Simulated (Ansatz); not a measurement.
**Meshes and cutoff for the phonons of KCl (Sylvite, Fm-3m)**

Wanted: convergence of the phonons of KCl (Sylvite, Fm-3m) against cost.

Calculated with Ansatz 0.2.0; DFT PBE, scalar-relativistic, plane waves, PAW.

## (1) The starting structure

It takes space group Fm-3m (No. 225, cubic). The conventional cell has a = 6.378 Å, b = 6.378 Å, c = 6.378 Å, α = 90.00°, β = 90.00°, γ = 90.00°. Nearest to K lie 6 Cl at 3.19 Å. Cl has 6 K at 3.19 Å nearest. Farther neighbours and most contacts between anions are not listed.

## (2) Relaxing to small forces for the phonons

Phonons need a cell at rest on their own settings, so the relaxation is repeated with tight tolerances on forces and stress, using the mesh and the filling of the phonon run that follows.

Input file input.yaml:

```yaml
crystal:
  lattice:
    - [0.0, 3.1891817252, 3.1891817252]
    - [3.1891817252, 0.0, 3.1891817252]
    - [3.1891817252, 3.1891817252, 0.0]
  atoms:
    - { symbol: K, position: [0.0, 0.0, 0.0] }
    - { symbol: Cl, position: [0.5, 0.5, 0.5] }
kpoints:
  mp_grid: { grid: [8, 8, 8] }
hamiltonian:
  xc: pbe
scf:
  occupations: { method: fixed }
output:
  forces: true
  stress: true
  eigenvalues: true
relax:
  adjacent_minimum: "off"
  f_tol: 0.001
  max_steps: 60
  cell: { stress_tol: 0.01 }
```

On the command line:

```sh
$ ansatz run input.yaml --threads 4 --pin off --max-ram 7168MiB --backend cpu --events-out ev --progress --plain --runs-dir out
```

Numbers of over 12 decimals in the logs are rounded to 6 here.

The log of the run:

```text
Engine: ansatz 0.2.0, aarch64-unknown-linux-gnu
Pseudopotentials: kind: paw
Pseudopotential: K, paw, valence charge 9, recommended cutoff 420 eV (normal), K.paw.azcp
Pseudopotential: Cl, paw, valence charge 7, recommended cutoff 420 eV (normal), Cl.paw.azcp
Functional definition: PBE
  parameter kappa = 0.804
  parameter beta = 0.066725
  exchange = pbe_x(kappa = kappa, mu = beta*pi^2/3)
[...]
--- Relaxed structure (3 steps of the walk, 3 accepted, 1 SCFs on fresh bases) ---
  F+E_penalty+E_count = -2621.22610909 eV   max|allowed force component| = 6.952e-30 eV/Å   (the final SCF, on the basis selected at the relaxed cell)
  cell:  # Å, volume = 64.9730 Å³
    - [0, 3.190811, 3.190811]
    - [3.190811, 0, 3.190811]
    - [3.190811, 3.190811, 0]
  atoms:
    - { symbol: K, position: [0, 0, 0] }
    - { symbol: Cl, position: [0.5, 0.5, 0.5] }
[key lines of the parts left out:]
SCF converged after 6 iterations
Free energy (F): -2621.226109 eV
Fermi energy:    0.581132 eV
P = ⅓ Tr σ = 0.0001 GPa (0.001 kbar)
```

Run time: 1.8 s. Hardware: 4 threads of Arm Neoverse V1, shared host; peak memory 0.33 GiB; 6.2 s of CPU time.

Little changed from the start: no atom moved by 0.005 Å and no cell edge by 0.1 %.

This step gave:

- pressure: 5.97e-5 GPa
- gap on the k-mesh: 5.047 eV
- volume per atom: 32.49 Å³
- direct gap on mesh: 5.047 eV

The forces vanish by symmetry and the pressure is 0.000 GPa, within the tolerances set. The cell now holds 32.49 Å³/atom.

## (3) Phonons on a q mesh

Stability and thermal properties need the whole zone. Linear response on a 4×4×4 q mesh gives force constants as far as a supercell of that size would, and the tensors from the zone-centre run are typed in so that the long-range dipole term is interpolated apart.

Input file input.yaml:

```yaml
crystal:
  lattice:
    - [0.0, 3.1908106043, 3.1908106043]
    - [3.1908106043, 0.0, 3.1908106043]
    - [3.1908106043, 3.1908106043, 0.0]
  atoms:
    - { symbol: K, position: [0.0, 0.0, 0.0] }
    - { symbol: Cl, position: [0.5, 0.5, 0.5] }
kpoints:
  mp_grid: { grid: [8, 8, 8] }
hamiltonian:
  xc: pbe
scf:
  occupations: { method: fixed }
output:
  eigenvalues: true
phonons:
  method: dfpt
  qmesh: [4, 4, 4]
  temperatures: { t_max: 1000, t_step: 50 }
  qpath:
    path:
      - [[0.0, 0.0, 0.0], [0.5, 0.0, 0.5], [0.625, 0.25, 0.625]]
      - [[0.375, 0.375, 0.75], [0.0, 0.0, 0.0], [0.5, 0.5, 0.5], [0.5, 0.25, 0.75], [0.5, 0.0, 0.5]]
    npoints: 10
  non_analytic_term:
    high_frequency_dielectric_tensor: [[2.2815, 0.0, 0.0], [0.0, 2.2815, 0.0], [0.0, 0.0, 2.2815]]
    born_effective_charges:
      - { species: K, tensor: [[1.1296, 0.0, 0.0], [0.0, 1.1296, 0.0], [0.0, 0.0, 1.1296]] }
      - { species: Cl, tensor: [[-1.1296, 0.0, 0.0], [0.0, -1.1296, 0.0], [0.0, 0.0, -1.1296]] }
    source: "zone-centre run at this cell"
```

The log of the run:

```text
[...]
Crystal: 2 atoms, lattice volume = 64.973 Å³
Basis set: ecut = 420 eV, 1243 PW (Γ), exchange–correlation on 64×64×64 points (8 copies of the dense FFT grid, shifted against one another)
Bands: 12, of which v1, the nominal top of the filled ones, is band 8 counted from 1 (7 counted from 0)
Symmetry: 48 space group operations
k-points: 29 of 512
[...]
SCF iter   1: F=—  HF=-2621.226245 eV  |F-HF|=—  |Δ(HF+E_count)|=         —  Δρ=2.40e-4  dr2=3.24e-5  ethr=1.77e-3  ⟨swp⟩=4.8  Hψ=1885  notcnv=0  defer=48
[...]
SCF iter   7: F=-2621.226109 eV  HF=-2621.226109 eV  |F-HF|=4.55e-13  |Δ(HF+E_count)|=  2.83e-10  Δρ=3.73e-8  dr2=9.77e-13  ethr=1.00e-12  ⟨swp⟩=6.3  Hψ=2381  notcnv=0
SCF 1 converged in 7 iterations: F = -2621.226109 eV  dr2 = 9.77e-13
[...]
NSCF: frozen V_eff on 29 k-points
[...]
DFPT response loops at q = (0, 0, 0) (fractional): preconditioner auto → none (the input reference at scf.mixing.eps_inf says where Resta's filter doesn't serve); β = 0.50; Broyden in place of MSR1
[...]
SCF converged after 7 iterations
Free energy (F): -2621.226109 eV
[...]
Internal energy: -2621.226109 eV  (E = F + TS)
E sigma→0 (E₀):  -2621.226109 eV
Fermi energy:    0.581134 eV
[...]
--- Band table (eV; the first three rows and the last of 29) ---
  k-point 0: bands = [... 4 lower, -10.1753, 0.5811, 0.5811, 0.5811, 5.6282, 8.9180, 8.9180, 8.9180]
  k-point 1: bands = [... 4 lower, -10.1402, 0.4046, 0.5357, 0.5357, 5.9876, 8.7988, 9.1040, 9.1040]
  k-point 2: bands = [... 4 lower, -10.0605, 0.0349, 0.4297, 0.4297, 6.8471, 8.6835, 9.6315, 9.6315]
  k-point 28: bands = [... 4 lower, -10.0944, 0.1315, 0.1315, 0.1326, 8.5443, 8.5443, 9.8280, 10.2459]
--- Phonons (Γ-DFPT): 2 representative perturbations + reference (Σ response iterations 6) ---
  ASR residual: 5.198e-5 → 0.000e0 eV/Å²; symmetrization residual: 3.511e-6 eV/Å²
  ASR residual per site (eV/Å²): 1.03e-5 5.20e-5
  Γ frequencies (cm⁻¹): 0.00 0.00 0.00 125.39 125.39 125.39
--- Phonons (arbitrary-q DFPT): 8 irreducible q on the 4×4×4 mesh ---
  q = [0.0000, 0.0000, 0.0000] (star 1, of the zone-centre solve; hermiticity 6.53e-6, symmetrization 4.43e-13): -0.00 0.00 0.00 125.39 125.39 125.39
  q = [0.0000, 0.0000, 0.2500] (star 8, 2 solved perturbations on 288 of 512 k-point pairs; hermiticity 2.56e-6, symmetrization 1.03e-12): 54.38 54.38 79.74 118.73 118.73 183.83
[...]
q = [0.0000, 0.2500, 0.2500] (star 6, 4 solved perturbations in 528 linear systems a pass and spin channel, the states on 164 of 512 k-point pairs; hermiticity 9.17e-7, symmetrization 1.79e-13): 42.96 42.96 99.21 127.56 127.56 158.80
[...]
sum rule: each row above includes the acoustic sum rule's correction from the zone centre's row sums; it moved no ω² by more than (0.63 cm⁻¹)²
  mesh force constants: q→R imaginary residual 4.07e-18; ASR residual 5.198e-5 → 0.000e0 eV/Å²; symmetrization residual 2.442e-15 eV/Å²
  interpolated dispersion: 63 rows × 6 modes
  density of states and harmonic sums: on the 20×20×20 q-mesh, interpolated from the force constants of a 4×4×4 supercell (with the dipole–dipole term of supplied tensors)
  largest difference from the sums on the solved wave vectors: F 1.36e-2 eV, S 1.76e-5 and C_V 4.00e-6 eV/K
  zero-point energy: 0.039790 eV/cell   skipped modes (ω ≤ 0): 3   left out of the sums: 6.25e-5 of the cell's modes: C_V's classical limit lies that fraction below 3 k_B per atom; for a crystal, a wire or a layer, F and S can be off by more, and a phonons.interpolated_qmesh denser along its periods is the remedy for the sampling
```

Elapsed: 74 s, on 4 threads; peak memory 1.1 GiB.

This step gave:

| Quantity | Value |
| --- | --- |
| sum-rule residual before enforcement | 5.20e-5 eV/Å² |
| lowest frequency on the path | 0 cm⁻¹ |
| point group | m-3m |
| highest frequency on the path or at a solved wavevector | 196.2 cm⁻¹ |
| mean frequency | 107 cm⁻¹ |
| Debye temperature (second moment) | 207 K |
| logarithmic mean frequency | 101.5 cm⁻¹ |
| highest optical mode at the zone centre (no LO-TO term) | 125.4 cm⁻¹ |
| lowest optical zone-centre mode | 125.4 cm⁻¹ |
| lowest mode on the q mesh (acoustic modes at Γ apart) | 42.96 cm⁻¹ |
| zero-point energy per atom | 19.9 meV |
| heat capacity at 300 K | 24.36 J/(mol atoms K) |
| vibrational entropy at 300 K | 43.19 J/(mol atoms K) |

Frequencies (cm⁻¹) solved at each irreducible wavevector; negative means imaginary. Frequencies by wavevector, by row:

| q in reciprocal lattice units | star | mode 1 | mode 2 | mode 3 | mode 4 | mode 5 | mode 6 |
| --- | --- | --- | --- | --- | --- | --- | --- |
| 0 0 0 | 1 | 0 | 0 | 0 | 125.4 | 125.4 | 125.4 |
| 0 0 0.25 | 8 | 54.4 | 54.4 | 79.7 | 118.7 | 118.7 | 183.8 |
| 0 0 -0.5 | 4 | 91.6 | 91.6 | 99.9 | 99.9 | 143.2 | 146.3 |
| 0 0.25 0.25 | 6 | 43 | 43 | 99.2 | 127.6 | 127.6 | 158.8 |
| 0 0.25 -0.5 | 24 | 70.5 | 90.3 | 104.7 | 120 | 128.1 | 141.5 |
| 0 0.25 -0.25 | 12 | 69.8 | 90.2 | 100.8 | 114.5 | 130.2 | 150.8 |
| 0 -0.5 -0.5 | 3 | 59.6 | 59.6 | 107 | 129.6 | 129.6 | 136 |
| 0.25 -0.5 -0.25 | 6 | 87.6 | 87.6 | 105.7 | 112.8 | 132.8 | 132.8 |

Interpolated from a 4×4×4 q mesh, with the LO-TO term (at Γ the limit along the path; where Γ stands inside the path, tables give the limit on arrival). The phonon branches at the labelled points (cm⁻¹):

| point | branch 1 | branch 2 | branch 3 | branch 4 | branch 5 | branch 6 |
| --- | --- | --- | --- | --- | --- | --- |
| Γ | 0 | 0 | 0 | 125 | 125 | 196 |
| halfway | 43 | 43 | 99 | 128 | 128 | 159 |
| X | 60 | 60 | 107 | 130 | 130 | 136 |
| halfway | 63 | 72 | 105 | 127 | 131 | 135 |
| U | 73 | 97 | 98 | 120 | 132 | 134 |
| jump to K | 73 | 97 | 98 | 120 | 132 | 134 |
| halfway | 53 | 72 | 94 | 110 | 129 | 171 |
| Γ | 0 | 0 | 0 | 125 | 125 | 196 |
| halfway | 54 | 54 | 80 | 119 | 119 | 184 |
| L | 92 | 92 | 100 | 100 | 143 | 146 |
| halfway | 86 | 87 | 111 | 113 | 134 | 136 |
| W | 88 | 88 | 106 | 113 | 133 | 133 |
| halfway | 69 | 79 | 102 | 126 | 131 | 135 |
| X | 60 | 60 | 107 | 130 | 130 | 136 |

The phonon branches as a text plot (rows in cm⁻¹):

```
    192 |***                        ********
    184 |   *                    ***        *
    176 |    **                              **
    168 |                       *              *
    159 |      *               *
    151 |                                       *
    143 |       *            **                  ****
    135 |        ************                   *    ************
    127 |****************  ****************                  ****
    119 |        ***     *** **  ****      *** *           **
    110 |       *   ***    **  **             **    *******    **
    102 |      *       ***   ***                *****     ** **
     94 |                *** ** *            *   **        **
     86 |    **             *  *                *  ********* *
     78 |               *  *     *          *  *            *
     69 |              ****  ** *             *              **
     61 |   *       ****       * ***       * *                 **
     53 |        ***            *         * *
     45 |  *   **                ****      *
     37 |    **                          **
     29 |   *                     ***
     20 | **                        **  **
     12 | *                          *  *
      4 |*                            **
         Γ           X  U|K            Γ         L        W     X
```

Symmetry leaves 8 wavevectors to solve. The lowest mode among them, the acoustic zeros apart, lies at q = (0, 0.25, 0.25) and is real, 43.0 cm⁻¹.

## (4) Another q mesh, q mesh 2×2×2

The q mesh is changed to 2×2×2, to see how far the force constants must reach.

Changes to input.yaml since step 3:

```diff
@@ -18,3 +18,3 @@
   method: dfpt
-  qmesh: [4, 4, 4]
+  qmesh: [2, 2, 2]
   temperatures: { t_max: 1000, t_step: 50 }
```

The log of the run:

```text
[...]
Crystal: 2 atoms, lattice volume = 64.973 Å³
Basis set: ecut = 420 eV, 1243 PW (Γ), exchange–correlation on 64×64×64 points (8 copies of the dense FFT grid, shifted against one another)
Bands: 12, of which v1, the nominal top of the filled ones, is band 8 counted from 1 (7 counted from 0)
Symmetry: 48 space group operations
k-points: 29 of 512
[...]
SCF iter   1: F=—  HF=-2621.226245 eV  |F-HF|=—  |Δ(HF+E_count)|=         —  Δρ=2.40e-4  dr2=3.24e-5  ethr=1.77e-3  ⟨swp⟩=4.8  Hψ=1885  notcnv=0  defer=48
[...]
SCF iter   7: F=-2621.226109 eV  HF=-2621.226109 eV  |F-HF|=4.55e-13  |Δ(HF+E_count)|=  2.83e-10  Δρ=3.73e-8  dr2=9.77e-13  ethr=1.00e-12  ⟨swp⟩=6.3  Hψ=2381  notcnv=0
SCF 1 converged in 7 iterations: F = -2621.226109 eV  dr2 = 9.77e-13
[...]
SCF converged after 7 iterations
Free energy (F): -2621.226109 eV
[...]
Internal energy: -2621.226109 eV  (E = F + TS)
E sigma→0 (E₀):  -2621.226109 eV
Fermi energy:    0.581134 eV
[...]
--- Band table (eV; the first three rows and the last of 29) ---
  k-point 0: bands = [... 4 lower, -10.1753, 0.5811, 0.5811, 0.5811, 5.6282, 8.9180, 8.9180, 8.9180]
  k-point 1: bands = [... 4 lower, -10.1402, 0.4046, 0.5357, 0.5357, 5.9876, 8.7988, 9.1040, 9.1040]
  k-point 2: bands = [... 4 lower, -10.0605, 0.0349, 0.4297, 0.4297, 6.8471, 8.6835, 9.6315, 9.6315]
  k-point 28: bands = [... 4 lower, -10.0944, 0.1315, 0.1315, 0.1326, 8.5443, 8.5443, 9.8280, 10.2459]
[...]
ASR residual: 5.198e-5 → 0.000e0 eV/Å²; symmetrization residual: 3.511e-6 eV/Å²
  ASR residual per site (eV/Å²): 1.03e-5 5.20e-5
  Γ frequencies (cm⁻¹): 0.00 0.00 0.00 125.39 125.39 125.39
--- Phonons (arbitrary-q DFPT): 3 irreducible q on the 2×2×2 mesh ---
[...]
interpolated dispersion: 63 rows × 6 modes
[...]
```

Run time: 13 s. Hardware: 4 threads; peak memory 0.61 GiB.

This step gave:

```
logarithmic mean frequency                            : 101.7 cm⁻¹
lowest mode on the q mesh (acoustic modes at Γ apart) : 59.56 cm⁻¹
zero-point energy per atom                            : 19.89 meV
vibrational entropy at 300 K                          : 43.15 J/(mol atoms K)
```

Frequencies (cm⁻¹) solved at each irreducible wavevector; negative means imaginary. Frequencies by wavevector, by row:

| q in reciprocal lattice units | star | mode 1 | mode 2 | mode 3 | mode 4 | mode 5 | mode 6 |
| --- | --- | --- | --- | --- | --- | --- | --- |
| 0 0 0 | 1 | 0 | 0 | 0 | 125.4 | 125.4 | 125.4 |
| 0 0 -0.5 | 4 | 91.6 | 91.6 | 99.9 | 99.9 | 143.2 | 146.3 |
| 0 -0.5 -0.5 | 3 | 59.6 | 59.6 | 107 | 129.6 | 129.6 | 136 |

Interpolated from a 2×2×2 q mesh, with the LO-TO term (at Γ the limit along the path; where Γ stands inside the path, tables give the limit on arrival). Phonon branches along the path, in cm⁻¹:

| point | branch 1 | branch 2 | branch 3 | branch 4 | branch 5 | branch 6 |
| --- | --- | --- | --- | --- | --- | --- |
| Γ | 0 | 0 | 0 | 125 | 125 | 196 |
| halfway | 47 | 47 | 98 | 129 | 129 | 160 |
| X | 60 | 60 | 107 | 130 | 130 | 136 |
| halfway | 62 | 72 | 104 | 127 | 130 | 136 |
| U | 70 | 96 | 97 | 121 | 130 | 136 |
| jump to K | 70 | 96 | 97 | 121 | 130 | 136 |
| halfway | 56 | 73 | 94 | 106 | 131 | 170 |
| Γ | 0 | 0 | 0 | 125 | 125 | 196 |
| halfway | 56 | 56 | 81 | 118 | 118 | 183 |
| L | 92 | 92 | 100 | 100 | 143 | 146 |
| halfway | 83 | 86 | 112 | 113 | 135 | 135 |
| W | 86 | 86 | 103 | 108 | 134 | 134 |
| halfway | 68 | 77 | 101 | 124 | 131 | 136 |
| X | 60 | 60 | 107 | 130 | 130 | 136 |

The phonon branches as a text plot (rows in cm⁻¹):

```
    192 |***                        *******
    184 |   *                     **       **
    176 |    **                  *           *
    168 |                       *             *
    159 |      *               *               *
    151 |                                       *
    143 |       *            **                  ****
    135 |        *  *************               *    ************
    127 |********************    *********                    ***
    119 |        ***     *** **   ***     **** *            **
    110 |       *   ***    **  ***            **    ********    *
    102 |      *       ***   ***                ****     *** ***
     94 |                **     *            *   **         *
     86 |    **            *****                *  ***********
     78 |               *  * **  *          * **            *
     69 |              * **     *          *                 **
     61 |   *     *******      * ***         *                 **
     53 |       **              *         * *
     45 |  *   *                 ****      *
     37 |    **                   **     **
     29 |   *                       *
     20 | **                        **  **
     12 | *                          *  *
      4 |*                            **
         Γ           X  U|K            Γ         L        W     X
```

The mean frequency is 107.0 cm⁻¹, +0.0 cm⁻¹ against the base run.

The highest branch reaches 196 cm⁻¹ on this path, at Γ. No branch goes imaginary on this path.

## (5) Another q mesh, k-mesh 9×9×9, q mesh 3×3×3

The q mesh is changed to 3×3×3, to see how far the force constants must reach; the k mesh is 9×9×9, against 8×8×8 in the base run, so that the q mesh divides it.

Changes to input.yaml since step 4:

```diff
@@ -9,3 +9,3 @@
 kpoints:
-  mp_grid: { grid: [8, 8, 8] }
+  mp_grid: { grid: [9, 9, 9] }
 hamiltonian:
@@ -18,3 +18,3 @@
   method: dfpt
-  qmesh: [2, 2, 2]
+  qmesh: [3, 3, 3]
   temperatures: { t_max: 1000, t_step: 50 }
```

The log of the run:

```text
[...]
Crystal: 2 atoms, lattice volume = 64.973 Å³
Basis set: ecut = 420 eV, 1243 PW (Γ), exchange–correlation on 64×64×64 points (8 copies of the dense FFT grid, shifted against one another)
Bands: 12, of which v1, the nominal top of the filled ones, is band 8 counted from 1 (7 counted from 0)
Symmetry: 48 space group operations
k-points: 35 of 729
[...]
k-point 34: bands = [... 4 lower, -10.0932, 0.0249, 0.1747, 0.1934, 8.3055, 8.7621, 9.8130, 10.3916]
[...]
ASR residual: 1.099e-4 → 0.000e0 eV/Å²; symmetrization residual: 3.793e-6 eV/Å²
  ASR residual per site (eV/Å²): 6.02e-6 1.10e-4
  Γ frequencies (cm⁻¹): 0.00 0.00 0.00 125.39 125.39 125.39
--- Phonons (arbitrary-q DFPT): 4 irreducible q on the 3×3×3 mesh ---
[...]
interpolated dispersion: 63 rows × 6 modes
[...]
[key lines of the parts left out:]
SCF converged after 6 iterations
Free energy (F): -2621.226109 eV
Fermi energy:    0.581133 eV
```

Elapsed: 46 s, on 4 threads; peak memory 0.94 GiB.

The mean frequency is 106.9 cm⁻¹, -0.1 cm⁻¹ against the base run, whose k mesh differs too.

(Continued in part 2 of 4.)

[Logs are printed without paths, hosts, clocks, repeated set-up lines and the standing remarks that a program may print on its own settings, such as how far it seeks lower states.]

[Hosts, paths, dates, database ids (printed as entryN), source tags and the programs' standing remarks are cut or masked in the printed files.]
